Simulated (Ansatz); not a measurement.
# From PBE to G0W0: CdF2 (Fm-3m), part 2 of 2

Wanted: the gap of CdF2 (Fm-3m) with a many-body correction, and the time that it takes.

Ansatz 0.2.0; PBE, then G0W0 on it, plane waves, PAW. Known limits of the many-body steps: finite bands, screening cutoff and k mesh; no spin-orbit coupling in G0W0; d shells not analysed.

So far. Step 2 (Bands along the symmetry lines): Over mesh and path the gap is 3.099 eV, from k = (0.500, 0.250, 0.750) to k = Γ. The least direct gap found is 3.596 eV, at k = Γ. The pressure in this cell is 5 GPa; the cell is kept. Step 3 (The quasiparticle correction): Over all 16 irreducible mesh points the G0W0 gap is 5.463 eV, from k = (0.167, -0.500, -0.333) to k = Γ. The PBE gap of this run on the mesh is 3.118 eV.

In doubt: masses and optical values from hybrid runs of this build are listed as unsure (in some of the runs), which bears on the screening that GW takes from such a start.

## (4) Spin-orbit coupling

This run has two-component orbitals with spin-orbit coupling.

This step: DFT, PBE with spin-orbit coupling, plane waves, PAW; PAW set soft_1.

Input file input.yaml:

```yaml
crystal:
  lattice:
    - [0.0, 2.694, 2.694]
    - [2.694, 0.0, 2.694]
    - [2.694, 2.694, 0.0]
  atoms:
    - { symbol: Cd, position: [0.0, 0.0, 0.0] }
    - { symbol: F, position: [0.25, 0.25, 0.25] }
    - { symbol: F, position: [0.75, 0.75, 0.75] }
kpoints:
  mp_grid: { grid: [8, 8, 8] }
  band_path:
    path:
      - [0.0, 0.0, 0.0]
      - [0.5, 0.0, 0.5]
      - [0.625, 0.25, 0.625]
      - [0.375, 0.375, 0.75]
      - [0.5, 0.5, 0.5]
      - [0.5, 0.25, 0.75]
    npoints: 1
hamiltonian:
  xc: pbe
  pseudopotentials: { kind: paw_fr, azcp: { folder: soft_1 } }
scf:
  occupations: { method: fixed }
  n_extra_bands: 10
magnetization:
  noncollinear: true
  spin_orbit: true
output:
  eigenvalues: true
  forces: true
  stress: true
```

The run is started by

```bash
ansatz run input.yaml --threads 24 --pin off --max-ram 82944MiB --backend cuda --events-out ev --progress --plain --runs-dir out --devices 1 --max-vram 78GiB
```

Numbers of over 12 decimals in the logs are rounded to 6 here.

What it wrote:

```text
[...]
GPUs: using 1 of 1 available (devices: 1).
[...]
non-collinear run that drives no moment, with spin-orbit: no starting moment large enough to seed its density (crystal.atoms[].spin), no starting occupations that ask for one, no magnetisation constraint and no magnetic field, so the semilocal B_xc is pinned to zero
concurrent solve slots: 15 of 24 are kept, ahead of what memory takes: no pass of the eigensolver takes more rounds on 15
[...]
GPU FFT provider: cuFFT
GPU libraries: cuBLAS 13.8.1, cuFFT 12.4.0, cuSOLVER 12.3.2
[...]
Crystal: 3 atoms, lattice volume = 39.104 Å³
Basis set: ecut = 420 eV, 749 PW (Γ), exchange–correlation on 54×54×54 points (8 copies of the dense FFT grid, shifted against one another)
Bands: 44, of which v1, the nominal top of the filled ones, is band 34 counted from 1 (33 counted from 0)
Symmetry: 48 space group operations + 48 with time reversal
[...]
k-points: 29 of 512
Projection manifold: j_resolved (fully-relativistic pseudo-atomic orbitals)
[...]
GPU buffer pool allocated for 19683 grid points (all kernels)
[...]
SCF iter   1: F=—  HF=-9880.080100 eV  |F-HF|=—  |Δ(HF+E_count)|=         —  Δρ=2.13e-1  dr2=1.55e1  dr2_m=0.00e0 (ungated)  ethr=3.10e-3  |M|=0.00e0 ∫|m|=0.00e0 μB  |m|>n=0.0e0 m-floor=0.0e0 τ_xc=0.0e0  β_m=0.30  ⟨swp⟩=5.5  Hψ=2625  notcnv=0  defer=166
[...]
SCF iter   8: F=-9874.898526 eV  HF=-9874.898526 eV  |F-HF|=2.02e-10  |Δ(HF+E_count)|=   1.85e-9  Δρ=1.01e-6  dr2=4.14e-10  dr2_m=0.00e0 (ungated)  ethr=2.74e-10  |M|=0.00e0 ∫|m|=0.00e0 μB  |m|>n=0.0e0 m-floor=0.0e0 τ_xc=0.0e0  ⟨swp⟩=2.9  Hψ=2158  notcnv=0
SCF 1 converged in 8 iterations: F = -9874.898526 eV  dr2 = 4.14e-10
[...]
SCF converged after 8 iterations
Magnetization: |M| = 0.0000 μB,  M = (+0.0000, +0.0000, +0.0000) μB
Absolute magnetization: 0.0000 μB (∫|m|)
  site 0: m = (+0.0000, +0.0000, +0.0000) μB, |m| = 0.0000 μB  (R = 0.96 Å)
  site 1: m = (+0.0000, +0.0000, +0.0000) μB, |m| = 0.0000 μB  (R = 0.96 Å)
  site 2: m = (+0.0000, +0.0000, +0.0000) μB, |m| = 0.0000 μB  (R = 0.96 Å)
Free energy (F): -9874.898526 eV
[...]
Internal energy: -9874.898526 eV  (E = F + TS)
E sigma→0 (E₀):  -9874.898526 eV
Fermi energy:    6.435692 eV
[...]
--- Stress (GPa, compression-positive) ---
        5.451513      -0.000000      -0.000000
       -0.000000       5.451513      -0.000000
       -0.000000      -0.000000       5.451513
  P = ⅓ Tr σ = 5.4515 GPa (54.515 kbar)
--- Band table (eV; the first three rows and the last of 29) ---
  k-point 0: bands = [... 30 lower, 5.9073, 5.9073, 6.0206, 6.0206, 9.5309, 9.5309, 18.7280, 18.7280, ... 6 higher]
  k-point 1: bands = [... 30 lower, 5.9129, 5.9129, 6.0085, 6.0085, 10.1080, 10.1080, 18.3426, 18.3426, ... 6 higher]
  k-point 2: bands = [... 30 lower, 5.9389, 5.9389, 6.0405, 6.0405, 11.4067, 11.4067, 17.2298, 17.2298, ... 6 higher]
  k-point 28: bands = [... 30 lower, 5.8282, 5.8282, 6.4357, 6.4357, 14.5267, 14.5267, 17.8862, 17.8862, ... 6 higher]
```

It took 1.7 s on 1 × NVIDIA GB200 (shared by 2 runs) with 24 threads of Arm Neoverse V2, shared host; peak memory 1.1 GiB; 12 s of CPU time.

Numbers from this step:

* pressure: 5.452 GPa
* gap: 3.095 eV
* valence top at: W
* conduction bottom at: Γ
* least direct gap: 3.510 eV

Over mesh and listed points the gap is 3.095 eV, from k = (0.500, 0.250, 0.750) to k = Γ. The least direct gap found is 3.510 eV, at k = Γ. The pressure in this cell is 5 GPa; the cell is kept. PBE+SOC against PBE: 3.095 − 3.099 = −0.004 eV, with the same mesh, set of files (read in its fully relativistic form for the spin-orbit run) and cutoff, and both edges at the same k points. The spin-orbit run sees mesh and listed points alone, so its gap is an upper bound: the coupling can move an edge off these points, and the change over the zone, its sign included where it is small, is not known.

## (5) The runs together

Each gap is the least one over the points named; times are wall times on shared hosts, not benchmarks. A G0W0 time includes the run's own self-consistent start. Runs with listed points see these and the mesh alone, so an edge that moves elsewhere is missed. Rows marked * are further runs, not shown as steps, whose inputs differ from the G0W0 step on the same start in the columns given; solver thresholds can differ too. Symmetry makes (0.500, 0.250, 0.750) and (0.250, -0.500, -0.250) one point.

| level | mesh | files, cutoff | bands summed, screening | points | gap (eV) | valence top | conduction bottom | least direct gap (eV) | time |
| --- | --- | --- | --- | --- | --- | --- | --- | --- | --- |
| PBE | 8×8×8 | soft_1 PAW, 420 eV | - | mesh and path | 3.099 | (0.500, 0.250, 0.750) | Γ | 3.596 | 1.4 s |
| PBE+SOC | 8×8×8 | soft_1 PAW, 420 eV | - | mesh and listed points | 3.095 | (0.500, 0.250, 0.750) | Γ | 3.510 | 1.7 s |
| G0W0@PBE* | 6×6×6 | soft_1 PAW, 420 eV | 58, 60 eV | all 16 irreducible mesh points | 5.501 | (0.167, -0.500, -0.333) | Γ | 6.170 | 3 s |
| G0W0@PBE* | 6×6×6 | soft_1 PAW, 420 eV | 133, 120 eV | all 16 irreducible mesh points | 5.341 | (0.167, -0.500, -0.333) | Γ | 6.020 | 4.8 s |
| G0W0@PBE | 6×6×6 | soft_1 PAW, 420 eV | 268, 200 eV | all 16 irreducible mesh points | 5.463 | (0.167, -0.500, -0.333) | Γ | 6.121 | 6.4 s |
| G0W0@PBE* | 4×4×4 | soft_1 PAW, 420 eV | 133, 120 eV | all 8 irreducible mesh points | 5.326 | (0.250, -0.500, -0.250) | Γ | 6.026 | 2 s |
| G0W0@PBE* | 6×6×6 | soft_1 PAW, 420 eV | 133, 120 eV, plasmon pole | all 16 irreducible mesh points | 5.373 | (0.167, -0.500, -0.333) | Γ | 6.075 | 4.5 s |

## (6) What came out

| Item | Value |
| --- | --- |
| PBE gap over mesh and path | 3.099 eV, from k = (0.500, 0.250, 0.750) to k = Γ |
| G0W0@PBE gap over all 16 irreducible mesh points | 5.463 eV, from k = (0.167, -0.500, -0.333) to k = Γ |
| PBE+SOC gap over mesh and listed points | 3.095 eV |
| GW settings | 6×6×6 mesh, 251 empty bands, screening to 200 eV, PAW set soft_1 files |
| known limits | finite bands, screening cutoff and k mesh; no spin-orbit coupling in G0W0; d shells not analysed |

Over all 16 irreducible mesh points the G0W0 gap is 5.463 eV, from k = (0.167, -0.500, -0.333) to k = Γ. The PBE gap of this run on the mesh is 3.118 eV. The two states that bound the G0W0 gap lie that far apart at the start, so the correction of the gap is 5.463 − 3.118 = +2.345 eV. The valence state moves by 4.852 − 6.411 = −1.559 eV and the conduction state by 10.315 − 9.529 = +0.786 eV, on the run's own scale; with 58 bands the edge states move by −1.394 and +0.989 eV, so the split between the edges depends on the bands and cutoff. Over mesh and path, PBE puts the valence top at k = (0.500, 0.250, 0.750), where no G0W0 correction was computed. The G0W0 gap over the whole zone is therefore not known from this run; at its settings it can only be equal to or under the 5.463 eV found, and no correction is carried over from another point. For the start itself the gap is 3.099 eV over mesh and path and 3.118 eV on the mesh of the G0W0 run, in runs that differ in mesh (8×8×8 and 6×6×6). From 58 bands and 60 eV to 268 bands and 200 eV the gap moves by 5.463 − 5.501 = −0.038 eV (rung by rung 5.501, 5.341, 5.463 eV); bands and screening cutoff rise together, so their parts are not told apart. The gap turns back along the series (5.501, 5.341, 5.463 eV), so no line is drawn and the limit is not known. With the 4×4×4 mesh in place of the 6×6×6 mesh and all else as in the G0W0@PBE row with 133 bands, the gap differs by 5.326 − 5.341 = −0.015 eV, and that of the start by 3.098 − 3.118 = −0.020 eV; an edge lies at another k point, so this need not be the shift of one pair of states. With the plasmon pole model in place of the contour deformation model and all else as in the G0W0@PBE row with 133 bands, the gap differs by 5.373 − 5.341 = +0.032 eV. G0W0 on other starts in this series, not shown as steps and not all at these settings: 6.486 eV on HSE06 (6×6×6, soft_1 PAW, 133 bands, 120 eV) and 5.337 eV on LDA (6×6×6, soft_1 PAW, 133 bands, 120 eV). PBE+SOC against PBE: 3.095 − 3.099 = −0.004 eV, with the same mesh, set of files (read in its fully relativistic form for the spin-orbit run) and cutoff, and both edges at the same k points. The spin-orbit run sees mesh and listed points alone, so its gap is an upper bound: the coupling can move an edge off these points, and the change over the zone, its sign included where it is small, is not known. What spin-orbit coupling does to the G0W0 levels was not computed, so no sum with the G0W0 gap is formed. The G0W0 runs are scalar-relativistic. One-shot GW is known to converge slowly in bands for compounds with shallow d shells. The cell holds Cd; the filling of the d shell and its place against the gap were not analysed here. G0W0@PBE runs of this series with other atomic data on the same mesh, not shown as steps, give 5.345 eV (hard PAW, 1050 eV, 133 bands, screening to 120 eV; the table's row with the same empty bands and screening cutoff has 5.341 eV); where bands and cutoffs differ too, the part of the files is not isolated.

[Paths, hosts, dates, memory and timing lines, banners, echoed tables and standing remarks are left out of the program output.]

[Logs are printed without paths, hosts, clocks, repeated set-up lines and the standing remarks that a program may print on its own settings, such as how far it seeks lower states.]

[Runs of the session that timed out or met a known fault of the program may be left out.]

[Cells called generated may have been cut or substituted from an entry of the Crystallography Open Database or the Materials Project.]

[Hosts, paths, dates, database ids (printed as entryN), source tags and the programs' standing remarks are cut or masked in the printed files.]

[Where an RPA ε∞ is given, it is that of the G0W0 mesh and is not shown converged in it. Names of k-points follow the symmetry that the program found, which can be lower than the space group named. Band edges on a path are those of the sampled points; other points can move an edge, and change direct to indirect where valleys lie close.]

[Hybrid gaps are those of their k-mesh and are not shown converged in it.]
